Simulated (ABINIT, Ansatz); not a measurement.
**A GW chain in ABINIT: CsSnI3 (Pm-3m)**

Wanted: ground state, empty states, screening and self-energy for CsSnI3 (Pm-3m).

Program: ABINIT 10.8.3. Level of theory: PBE and many-body steps on it, plane waves. Results are calculated unless marked as measured.

This is a report of a sequence of runs, with most program output left out.

**1. The starting structure**

The structure is cubic, space group Pm-3m (No. 221). The conventional cell has a = 6.286 Å, b = 6.286 Å, c = 6.286 Å, α = 90.00°, β = 90.00°, γ = 90.00°. Nearest to Cs lie 12 I at 4.45 Å. Nearest to Sn lie 6 I at 3.14 Å. Nearest to I lie 2 Sn at 3.14 Å and 4 Cs at 4.45 Å. Farther neighbours and most contacts between anions are not listed.

The cell and positions are those that the Materials Project relaxed with its own functionals (PBE, PBE+U or r2SCAN), kept fixed. Spin-orbit coupling is left out unless a step names it.

**2. Ground state**

This step: ABINIT 10.8.3; DFT, PBE, plane waves, norm-conserving pseudopotentials.

The ground-state density comes first.

Input file run.abi:

```
acell 3*1.0 Angstrom
rprim 
  6.286228000000 0.000000000000 0.000000000000
  0.000000000000 6.286228000000 0.000000000000
  0.000000000000 0.000000000000 6.286228000000
ntypat 3
znucl 55 50 53
natom 5
typat 1 2 3 3 3
xred 
  0.500000000000 0.500000000000 0.500000000000
  0.000000000000 0.000000000000 0.000000000000
  0.500000000000 0.000000000000 0.000000000000
  0.000000000000 0.000000000000 0.500000000000
  0.000000000000 0.500000000000 0.000000000000
pp_dirpath "pseudos"
pseudos "Cs.upf, Sn.upf, I.upf"
ecut 38
ngkpt 4 4 4
nshiftk 1
shiftk 0 0 0
kptopt 1
chksymbreak 0
nband 59
occopt 1
tolvrs 1e-08
nstep 60
prtwf 0
optforces 0
optstress 0
indata_prefix "in"
outdata_prefix "out"
tmpdata_prefix "tmp"
```

Launch:

```sh
OMP_NUM_THREADS=1 mpirun -n 8 abinit run.abi > log
```

Elapsed: 3.4 min, on 8 MPI ranks of Arm Neoverse V2, shared host; peak memory 1.4 GiB.

Numbers from this step:

```
total energy               : -32194.1175 eV
gap                        : 0.4814 eV
k of the valence top       : 0.5, 0.5, 0.5
k of the conduction bottom : 0.5, 0.5, 0.5
least direct gap           : 0.4814 eV
```

The gap is direct, at (0.500, 0.500, 0.500).

**3. Bands along the symmetry lines**

Levels along a band path, at the cheap level, show where the edges lie and whether the meshes to come will hold them.

Changes to run.abi since step 2:

```diff
@@ -18,14 +18,34 @@
 ecut 38
-ngkpt 4 4 4
-nshiftk 1
-shiftk 0 0 0
-kptopt 1
-chksymbreak 0
-nband 59
-occopt 1
-tolvrs 1e-08
-nstep 60
+iscf -2
+irdden 1
+kptopt 0
+nkpt 20
+kpt 
+  0.00000000 0.00000000 0.00000000
+  0.00000000 0.16666667 0.00000000
+  0.00000000 0.33333333 0.00000000
+  0.00000000 0.50000000 0.00000000
+  0.16666667 0.50000000 0.00000000
+  0.33333333 0.50000000 0.00000000
+  0.50000000 0.50000000 0.00000000
+  0.33333333 0.33333333 0.00000000
+  0.16666667 0.16666667 0.00000000
+  0.00000000 0.00000000 0.00000000
+  0.16666667 0.16666667 0.16666667
+  0.33333333 0.33333333 0.33333333
+  0.50000000 0.50000000 0.50000000
+  0.33333333 0.50000000 0.33333333
+  0.16666667 0.50000000 0.16666667
+  0.00000000 0.50000000 0.00000000
+  0.50000000 0.50000000 0.50000000
+  0.50000000 0.50000000 0.33333333
+  0.50000000 0.50000000 0.16666667
+  0.50000000 0.50000000 0.00000000
+istwfk *1
+nband 60
+nbdbuf 2
+tolwfr 1e-08
+nstep 40
 prtwf 0
-optforces 0
-optstress 0
+prtvol 0
 indata_prefix "in"
```

The job ended after 2.5 min (8 MPI ranks; peak memory 1.2 GiB).

Numbers from this step:

- gap: 0.4814 eV
- k of the valence top: 0.5, 0.5, 0.5
- k of the conduction bottom: 0.5, 0.5, 0.5
- least direct gap: 0.4814 eV

The gap is 0.481 eV, as in the run before at this level.

The electronic bands at the labelled points (eV, zero at the top of the highest filled band):

| point | band 50 | band 51 | band 52 | band 53 | band 54 | band 55 | band 56 | band 57 |
| --- | --- | --- | --- | --- | --- | --- | --- | --- |
| Γ | -2.09 | -1.95 | -1.95 | -1.95 | 2.37 | 3.37 | 3.37 | 3.72 |
| X | -2.23 | -2.06 | -2.06 | -1.44 | 1.22 | 3.84 | 4.10 | 4.30 |
| M | -2.37 | -2.30 | -1.55 | -0.71 | 0.91 | 0.91 | 3.99 | 4.38 |
| Γ | -2.09 | -1.95 | -1.95 | -1.95 | 2.37 | 3.37 | 3.37 | 3.72 |
| R | -1.54 | -1.54 | -1.54 | 0.00 | 0.48 | 0.48 | 0.48 | 3.22 |
| X | -2.23 | -2.06 | -2.06 | -1.44 | 1.22 | 3.84 | 4.10 | 4.30 |
| jump to R | -1.54 | -1.54 | -1.54 | 0.00 | 0.48 | 0.48 | 0.48 | 3.22 |
| M | -2.37 | -2.30 | -1.55 | -0.71 | 0.91 | 0.91 | 3.99 | 4.38 |

**4. Empty states on the mesh, 2×2×2 mesh, 397 bands**

The sums over transitions need many empty states on a uniform mesh; this step solves for them.

Input file run.abi:

```
acell 3*1.0 Angstrom
rprim 
  6.286228000000 0.000000000000 0.000000000000
  0.000000000000 6.286228000000 0.000000000000
  0.000000000000 0.000000000000 6.286228000000
ntypat 3
znucl 55 50 53
natom 5
typat 1 2 3 3 3
xred 
  0.500000000000 0.500000000000 0.500000000000
  0.000000000000 0.000000000000 0.000000000000
  0.500000000000 0.000000000000 0.000000000000
  0.000000000000 0.000000000000 0.500000000000
  0.000000000000 0.500000000000 0.000000000000
pp_dirpath "pseudos"
pseudos "Cs.upf, Sn.upf, I.upf"
ecut 38
ngkpt 2 2 2
nshiftk 1
shiftk 0 0 0
kptopt 1
chksymbreak 0
iscf -2
irdden 1
istwfk *1
nband 397
nbdbuf 36
tolwfr 1e-09
nstep 60
prtvol 0
indata_prefix "in"
outdata_prefix "out"
tmpdata_prefix "tmp"
```

Launch:

```sh
OMP_NUM_THREADS=2 mpirun -n 4 abinit run.abi > log
```

It took 7 min on 4 MPI ranks; peak memory 1.1 GiB.

This step gave:

* gap: 0.4814 eV
* k of the valence top: 0.5, 0.5, 0.5
* k of the conduction bottom: 0.5, 0.5, 0.5
* least direct gap: 0.4814 eV
* k points computed: 4
* lowest point of the top converged band, above the valence top: 58.7075 eV

On this mesh the gap is 0.481 eV.

**5. Screening, 2×2×2 mesh, 361 bands, screening to 217.7 eV**

The RPA dielectric matrix is built and inverted for each q.

This step: RPA screening on PBE, plane waves, norm-conserving pseudopotentials.

Changes to run.abi since step 4:

```diff
@@ -23,10 +23,11 @@
 chksymbreak 0
-iscf -2
-irdden 1
 istwfk *1
-nband 397
-nbdbuf 36
-tolwfr 1e-09
-nstep 60
-prtvol 0
+occopt 1
+irdwfk 1
+optdriver 3
+nband 361
+ecuteps 8
+inclvkb 2
+awtr 1
+symchi 1
 indata_prefix "in"
```

Launch:

```sh
OMP_NUM_THREADS=1 mpirun -n 8 abinit run.abi > log
```

The job ended after 9.7 min (8 MPI ranks; peak memory 9.1 GiB; 78 min of CPU time).

This step gave:

- ε∞ with local fields, on this mesh, along the program's q direction: 108.7
- the same without local fields: 133.7
- plasma frequency: 24.26 eV
- plane waves in the screening matrix: 1839

Local fields lower ε∞ by 19 %. The value itself is an artefact of the mesh, where one narrow direct gap carries too much weight.

**6. Self-energy, 2×2×2 mesh, 361 bands, screening to 217.7 eV**

The self-energy is evaluated for the states that the input lists, and the levels follow from it, in one-shot runs by the linearised quasiparticle equation.

This step: G0W0 on PBE, plane waves, norm-conserving pseudopotentials.

Changes to run.abi since step 5:

```diff
@@ -26,8 +26,18 @@
 irdwfk 1
-optdriver 3
+optdriver 4
 nband 361
+gwcalctyp 0
+ecutsigx 38
+symsigma 1
+nkptgw 2
+kptgw 
+  0.5000000000 0.5000000000 0.5000000000
+  0.0000000000 0.0000000000 0.0000000000
+bdgw 
+  50 56
+  51 56
 ecuteps 8
-inclvkb 2
-awtr 1
-symchi 1
+irdscr 1
+ppmodel 1
+gwmem 01
 indata_prefix "in"
```

Wall time 5.4 min (8 MPI ranks); peak memory 7.4 GiB; 43 min of CPU time.

This step gave:

- G0W0 gap on the points computed: 0.972 eV
- starting gap on the mesh: 0.4814 eV
- k of the valence top: 0.5, 0.5, 0.5
- k of the conduction bottom: 0.5, 0.5, 0.5
- Z at the valence top: 0.788
- Z at the conduction bottom: 0.793
- least direct G0W0 gap on the computed points: 0.972 eV

The gap on the mesh goes from 0.48 eV to 0.97 eV, a correction of +0.49 eV.

Limits: finite bands, cutoff and mesh; no spin-orbit coupling; coarse k mesh. v1 is the top filled band, c1 the lowest empty one. The levels before and after the correction (eV, zero at the valence-band top of each column):

|  | conduction bottom | valence top |
| --- | --- | --- |
| Kohn-Sham | 0.48 | 0.00 |
| G0W0 | 0.97 | 0.00 |

|  | level | energy (eV) |
| --- | --- | --- |
| Kohn-Sham | (0.5 0.5 0.5) v4-v2 | -1.536 |
| Kohn-Sham | (0.5 0.5 0.5) v1 | 0.000 |
| Kohn-Sham | (0.5 0.5 0.5) c1-c3 | 0.481 |
| G0W0 | (0.5 0.5 0.5) v4-v2 | -1.934 |
| G0W0 | (0.5 0.5 0.5) v1 | 0.000 |
| G0W0 | (0.5 0.5 0.5) c1-c3 | 0.972 |

**7. Where the time went**

Times are wall times on the hardware named with each run, good to a factor of about two.

| step | time | share | memory (GiB) |
| --- | --- | --- | --- |
| ground state | 3.4 min | 12 % | 1.4 |
| bands along the symmetry lines | 2.5 min | 9 % | 1.2 |
| empty states on the mesh | 7 min | 25 % | 1.1 |
| screening | 9.7 min | 35 % | 9.1 |
| self-energy | 5.4 min | 19 % | 7.4 |

**8. Outcome**

| Quantity | Value |
| --- | --- |
| PBE gap | 0.48 eV, direct |
| G0W0 gap on the mesh | 0.97 eV |
| GW settings | 2×2×2 mesh, 361 bands, screening to 217.7 eV, Godby-Needs plasmon pole |
| known limits | not at the basis limit; screening runs away on this mesh; no spin-orbit coupling; coarse k mesh |

**Reading.** G0W0 moves the gap on the mesh from 0.48 eV to 0.97 eV (+0.49 eV), with Z of 0.79 and 0.79 at the edges. Local fields lower the RPA ε∞ on this mesh from 133.73 to 108.71; a Γ-centred mesh this coarse tends to raise both, most where the direct gap is narrow, while a short band sum lowers them. Only 2 of the mesh's irreducible points were corrected, so a valley elsewhere could overtake. Bands and cutoff are finite, so the gap is not at the basis limit. The miss can reach some tenths of an eV and take either sign; the mesh is an error of its own. In the G0W0 run levels were corrected at 2 k points alone, so a gap called «on the mesh» is the least over those, and an edge elsewhere would be missed. The 2×2×2 mesh is coarse for this cell, which bears on the long-range parts of exchange and screening. This is the ideal cubic cell; many perovskites, halides above all, are cubic only on average, and local tilts or off-centring can widen the gap. On this mesh the RPA ε∞ passes 90, more than nearly any semiconductor shows; a coarse mesh does this where one point with a narrow direct gap carries much weight. The screening is then too strong, and the G0W0 gap should not be taken as the material's. The many-body steps are scalar-relativistic: spin-orbit coupling is not in them.

[Paths, hosts, dates, memory and timing lines, banners, echoed tables and standing remarks are left out of the program output.]

[Logs are printed without paths, hosts, clocks, repeated set-up lines and the standing remarks that a program may print on its own settings, such as how far it seeks lower states.]

[Runs of the session that timed out or met a known fault of the program may be left out.]

[Hosts, paths, dates, database ids (printed as entryN), source tags and the programs' standing remarks are cut or masked in the printed files.]

[G0W0 gaps are taken among the corrected bands and points alone; a level outside them can change the order at an edge.]

[Where Ansatz stands beside ABINIT at settings called matched, ABINIT's density can come from a denser mesh and the files from another edition; pairs whose starting gaps differed by over 0.03 eV were left out, so agreement reads better than it is.]
